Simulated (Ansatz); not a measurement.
**SrHfTe3 (built on the sites of a database entry of SrHfO3): following an unstable mode**

Wanted: the energy along a soft mode of SrHfTe3 (built on the sites of a database entry of SrHfO3) and the structure at the end.

Method: DFT PBEsol, scalar-relativistic, plane waves, norm-conserving pseudopotentials, in Ansatz 0.2.0.

This is a report of a sequence of runs, with most program output left out.

The structure was built from a prototype and need not be the compound's stable phase.

## Step 1: Starting point

It takes space group Pm-3m (No. 221, cubic). The conventional cell has a = 5.538 Å, b = 5.538 Å, c = 5.538 Å, α = 90.00°, β = 90.00°, γ = 90.00°. Sr has 12 Te at 3.92 Å nearest. Hf has 6 Te at 2.77 Å nearest. Nearest to Te lie 2 Hf at 2.77 Å and 4 Sr at 3.92 Å. Farther neighbours and most contacts between anions are not listed.

## Step 2: Response at finite wavevector

The cell comes from relaxations at this level that are not shown. Stability and thermal properties need the whole zone. Linear response on a 2×2×2 q mesh gives force constants as far as a supercell of that size would.

Contents of input.yaml:

```yaml
crystal:
  lattice:
    - [5.5376898064, 0.0, 0.0]
    - [0.0, 5.5376898064, 0.0]
    - [0.0, 0.0, 5.5376898064]
  atoms:
    - { symbol: Sr, position: [0.5, 0.5, 0.5] }
    - { symbol: Hf, position: [0.0, 0.0, 0.0] }
    - { symbol: Te, position: [0.5, 0.0, 0.0] }
    - { symbol: Te, position: [0.0, 0.5, 0.0] }
    - { symbol: Te, position: [0.0, 0.0, 0.5] }
kpoints:
  mp_grid: { grid: [6, 6, 6] }
hamiltonian:
  xc: pbesol
  pseudopotentials: { kind: nc }
scf:
  occupations: { method: methfessel_paxton, width: 0.2 }
output:
  eigenvalues: true
phonons:
  method: dfpt
  qmesh: [2, 2, 2]
  temperatures: { t_max: 1000, t_step: 50 }
  qpath:
    path:
      - [[0.0, 0.0, 0.0], [0.0, 0.5, 0.0], [0.5, 0.5, 0.0], [0.0, 0.0, 0.0], [0.5, 0.5, 0.5], [0.0, 0.5, 0.0]]
      - [[0.5, 0.5, 0.5], [0.5, 0.5, 0.0]]
    npoints: 10
```

Command:

```console
$ ansatz run input.yaml --threads 8 --pin off --max-ram 14336MiB --backend cpu --events-out ev --progress --plain --runs-dir out
```

Run time: 11 min. Hardware: 8 threads of Arm Neoverse V2, shared host; peak memory 5 GiB; 83 min of CPU time.

This step gave:

```yaml
volume_per_atom: 33.96 Å³
gap_on_the_k_mesh: 0 eV
sum_rule_residual_before_enforcement: 1.98e-4 eV/Å²
lowest_frequency_on_the_path: -72.09 cm⁻¹
point_group: m-3m
highest_frequency_on_the_path_or_at_a_solved_wavevector: 208.6 cm⁻¹
highest_optical_mode_at_the_zone_centre_no_lo_to_term: 190.9 cm⁻¹
lowest_optical_zone_centre_mode: -58.52 cm⁻¹
lowest_mode_on_the_q_mesh_acoustic_modes_at_gamma_apart: -72.09 cm⁻¹
```

Frequencies (cm⁻¹) solved at each irreducible wavevector; negative means imaginary. Frequencies by wavevector, by row:

```csv
q in reciprocal lattice units,star,mode 1,mode 2,mode 3,mode 4,mode 13,mode 14,mode 15
0 0 0,1,-58.5,-58.5,-58.5,-40.8,190.9,190.9,190.9
0 0 -0.5,3,-52,-52,-28.4,-28.4,189,190.8,190.8
0 -0.5 -0.5,3,-70.1,-54.6,-54.6,-39.3,140.3,191.6,198.4
-0.5 -0.5 -0.5,1,-72.1,-72.1,-72.1,-53.9,125.1,125.1,207.3
```

Interpolated from a 2×2×2 q mesh. Phonon branches along the path, in cm⁻¹:

```csv
point,branch 1,branch 2,branch 3,branch 4,branch 12,branch 13,branch 14,branch 15
Γ,-58,-58,-58,-41,18,191,191,191
halfway,-56,-56,-35,-32,87,191,191,191
X,-52,-52,-28,-28,125,189,191,191
halfway,-56,-52,-46,-42,126,165,191,199
M,-70,-55,-55,-39,126,140,192,198
halfway,-51,-51,-47,-45,89,177,191,198
Γ,-58,-58,-58,-41,18,191,191,191
halfway,-52,-50,-50,-46,92,174,174,206
R,-72,-72,-72,-54,125,125,125,207
halfway,-58,-56,-49,-47,126,156,171,207
X,-52,-52,-28,-28,125,189,191,191
jump to R,-72,-72,-72,-54,125,125,125,207
halfway,-71,-58,-58,-48,125,129,161,208
M,-70,-55,-55,-39,126,140,192,198
```

Symmetry leaves 4 wavevectors to solve. The lowest mode among them, the acoustic zeros apart, lies at q = (-0.5, -0.5, -0.5) and is imaginary, 72.1i cm⁻¹, so the energy falls along it.

## Step 3: The mode frozen in, largest atomic shift 0 Å

The mode followed lies at q = (-0.5, -0.5, -0.5) with frequency 72.1i cm⁻¹ and is 3-fold degenerate, the softest among the wavevectors solved. At small amplitude the distorted cell has space group no. 74 by a symmetry search on the positions. The undistorted cell that holds it gives the zero of energy on the same k mesh.

System of this step: SrHfTe3 (built on the sites of a database entry of SrHfO3). It takes space group Pm-3m (No. 221, cubic). Conventional cell: a = 5.538 Å, b = 5.538 Å, c = 5.538 Å, α = 90.00°, β = 90.00°, γ = 90.00°. Nearest to Sr lie 12 Te at 3.92 Å. Nearest to Hf lie 6 Te at 2.77 Å. Nearest to Te lie 2 Hf at 2.77 Å and 4 Sr at 3.92 Å. Farther neighbours and most contacts between anions are not listed.

Contents of input.yaml:

```yaml
crystal:
  lattice:
    - [5.5376898064, 5.5376898064, 0.0]
    - [5.5376898064, 0.0, 5.5376898064]
    - [5.5376898064, 0.0, -5.5376898064]
  atoms:
    - { symbol: Sr, position: [0.5, 0.25, 0.75] }
    - { symbol: Sr, position: [0.5, 0.75, 0.25] }
    - { symbol: Hf, position: [0.0, 0.0, 0.0] }
    - { symbol: Hf, position: [0.0, 0.5, 0.5] }
    - { symbol: Te, position: [0.0, 0.25, 0.25] }
    - { symbol: Te, position: [0.0, 0.75, 0.75] }
    - { symbol: Te, position: [0.5, 0.75, 0.75] }
    - { symbol: Te, position: [0.5, 0.25, 0.25] }
    - { symbol: Te, position: [0.0, 0.25, 0.75] }
    - { symbol: Te, position: [0.0, 0.75, 0.25] }
kpoints:
  mp_grid: { grid: [6, 6, 6] }
hamiltonian:
  xc: pbesol
  pseudopotentials: { kind: nc }
scf:
  occupations: { method: methfessel_paxton, width: 0.2 }
output:
  forces: true
  stress: true
  eigenvalues: true
```

Wall time 13 s (8 threads); peak memory 5.3 GiB.

Numbers from this step:

* pressure: 0.1369 GPa
* energy from the undistorted cell: 0 meV/atom

The run ends at a pressure of 0.14 GPa.

## Step 4: The mode frozen in, largest atomic shift 0.6 Å

The atoms are moved along the unstable eigenvector, the largest shift by 0.6 Å, with the cell fixed.

input.yaml, the sections that differ from step 3:

```yaml
crystal:
  lattice:
    - [5.5376898064, 5.5376898064, 0.0]
    - [5.5376898064, 0.0, 5.5376898064]
    - [5.5376898064, 0.0, -5.5376898064]
  atoms:
    - { symbol: Sr, position: [0.5, 0.25, 0.75] }
    - { symbol: Sr, position: [0.5, 0.75, 0.25] }
    - { symbol: Hf, position: [0.0, 0.0, 0.0] }
    - { symbol: Hf, position: [0.0, 0.5, 0.5] }
    - { symbol: Te, position: [0.0, 0.288306955, 0.211693045] }
    - { symbol: Te, position: [0.0, 0.711693045, 0.788306955] }
    - { symbol: Te, position: [0.5, 0.711693045, 0.788306955] }
    - { symbol: Te, position: [0.5, 0.288306955, 0.211693045] }
    - { symbol: Te, position: [0.07661391, 0.17338609, 0.67338609] }
    - { symbol: Te, position: [-0.07661391, 0.82661391, 0.32661391] }
# kpoints, hamiltonian, scf, output: as in step 3
```

Elapsed: 41 s, on 8 threads; peak memory 6.5 GiB; 5.4 min of CPU time.

This step gave:

```yaml
pressure: -0.9333 GPa
energy_from_the_undistorted_cell: -122.2 meV/atom
```

The energy, extrapolated to zero smearing, is -122.23 meV/atom against the undistorted cell.

The run ends at a pressure of -0.93 GPa, with forces up to 0.51 eV/Å.

## Step 5: Energy along the mode, all amplitudes (two of the runs are shown above)

An imaginary frequency means negative curvature, so the energy should fall and then rise again as anharmonic terms take over.

Numbers from this step:

```
depth at the lowest point sampled  : 122.2 meV/atom
largest atomic shift at that point : 0.6 Å
```

Energy from the parent against largest atomic shift:

```csv
largest atomic shift (Å),energy from the parent (meV/atom)
0.000,0
0.040,-0.915
0.080,-3.63
0.140,-10.8
0.220,-25.3
0.320,-49.3
0.450,-84.7
0.600,-122
```

Displacement at unit largest shift by atom:

```csv
atom,x (Å),y (Å),z (Å),size
Sr1,0.000,0.000,0.000,0.000
Sr2,0.000,0.000,0.000,0.000
Hf3,0.000,0.000,0.000,0.000
Hf4,0.000,0.000,0.000,0.000
Te5,0.000,0.000,0.707,0.707
Te6,0.000,0.000,-0.707,0.707
Te7,0.000,0.000,-0.707,0.707
Te8,0.000,0.000,0.707,0.707
Te9,-0.707,0.707,0.000,1.000
Te10,0.707,-0.707,0.000,1.000
```

The lowest of the steps tried is the last one, at 0.6 Å, 122 meV/atom below the parent; the bottom of the well need not coincide with a step.

## Step 6: Relaxation from the frozen mode

Starting from the lowest point found, all atoms and the cell are let go, so that strain and other modes of the same symmetry can join in.

input.yaml: that of step 4 with these lines changed.

```diff
@@ -27 +27,6 @@
   eigenvalues: true
+relax:
+  adjacent_minimum: "off"
+  f_tol: 0.002
+  max_steps: 120
+  cell: { stress_tol: 0.03 }
```

It took 5.8 min on 8 threads; peak memory 6.6 GiB.

Relaxation path:

```csv
step,energy less that of the first step (eV),largest force component (eV/Å),pressure (GPa),volume (Å³)
1,0.0000,0.5095,-0.93,339.64
2,-0.4801,0.2696,-0.67,332.41
3,-0.5114,0.3061,0.71,323.90
4,-0.5832,0.0743,-0.04,327.88
5,-0.5881,0.0109,0.08,327.48
6,-0.5885,0.0087,-0.05,328.29
7,-0.5887,0.0007,0.00,327.97
8*,-0.5877,0.0007,0.00,327.97
```

Relaxation steps marked * repeat the geometry before them on a plane-wave basis chosen anew for their cell, so energy and pressure can jump there.

Forces are held to the 8 operations that the run works with; a distortion that breaks them can't arise in this run.

```csv
"conventional cell, symmetrised",before,after,change
a (Å),7.831,7.754,-1.0 %
b (Å),11.075,10.796,-2.5 %
c (Å),7.831,7.835,+0.1 %
volume (Å³/atom),33.96,32.80,-3.4 %
```

The atoms that moved most (Å, as changes of fractional coordinates times the final cell):

```csv
atom,dx,dy,dz,length
Te10,0.191,-0.191,0.000,0.270
Te9,-0.191,0.191,0.000,0.270
Te7,0.000,0.000,-0.253,0.253
Te6,0.000,0.000,-0.253,0.253
Te5,0.000,0.000,0.253,0.253
Te8,0.000,0.000,0.253,0.253
Sr1,0.140,-0.140,0.000,0.198
Sr2,-0.140,0.140,0.000,0.198
```

Final coordinates:

```cif
data_structure
_symmetry_space_group_name_H-M 'P 1'
_symmetry_Int_Tables_number 1
_cell_length_a 7.7542
_cell_length_b 7.7149
_cell_length_c 7.7149
_cell_angle_alpha 88.805
_cell_angle_beta 59.831
_cell_angle_gamma 59.831
_cell_volume 327.97
loop_
_atom_site_label
_atom_site_type_symbol
_atom_site_fract_x
_atom_site_fract_y
_atom_site_fract_z
_atom_site_occupancy
Sr1 Sr 0.47468 0.27532 0.77532 1
Sr2 Sr 0.52532 0.72468 0.22468 1
Hf3 Hf 0.00000 0.00000 0.00000 1
Hf4 Hf 0.00000 0.50000 0.50000 1
Te5 Te 0.00000 0.31179 0.18821 1
Te6 Te 0.00000 0.68821 0.81179 1
Te7 Te 0.50000 0.68821 0.81179 1
Te8 Te 0.50000 0.31179 0.18821 1
Te9 Te 0.11103 0.13897 0.63897 1
Te10 Te 0.88897 0.86103 0.36103 1
```

This step gave:

- pressure: 2.50e-4 GPa
- volume per atom: 32.80 Å³

The distorted start has space group Imma; the relaxation ends in Imma.

## Step 7: Summary of results

```
unstable mode of the parent                                                      : q = (-0.5, -0.5, -0.5), 72i cm⁻¹
depth at the lowest point sampled                                                : 122 meV/atom
largest atomic shift at that point                                               : 0.6 Å
space group reached (within 0.01 Å)                                              : Imma
energy gained over the parent (first relaxation, on the mesh of the frozen mode) : 181 meV/atom
volume per atom, phase reached                                                   : 32.8 Å³
```

Along this mode the structure falls into Imma, 181 meV/atom below the parent. At the parent's cell the well is 122.2 meV/atom deep on the steps tried, with its lowest point at a shift of 0.6 Å. That is the last step tried, so the steps alone don't bracket the bottom of the well. Relaxing atoms and cell changes the gain by +58.85 meV/atom against the lowest step (energies at zero smearing). The modes of the phase reached were not computed on this path. Of the 3 patterns followed to their end from this parent, this one reaches the lowest energy. Each path keeps the symmetry of its pattern, so a lower phase may lie along a pattern not tried. With no gap, or one that is small against the smearing, the frequencies hang on the k mesh and the smearing, most of all near Kohn anomalies. A semilocal functional can close a gap that the real compound would have, so the metallic treatment may be an artefact of the level. Spin-orbit coupling is left out, which can matter for the heavy elements here. A phonon run warned that its eigensolver left some bands unconverged in a pass. The starting cell was built on a prototype and not taken from a measurement, so the phase need not exist.

[Logs are printed without paths, hosts, clocks, repeated set-up lines and the standing remarks that a program may print on its own settings, such as how far it seeks lower states.]

[Hosts, paths, dates, database ids (printed as entryN), source tags and the programs' standing remarks are cut or masked in the printed files.]
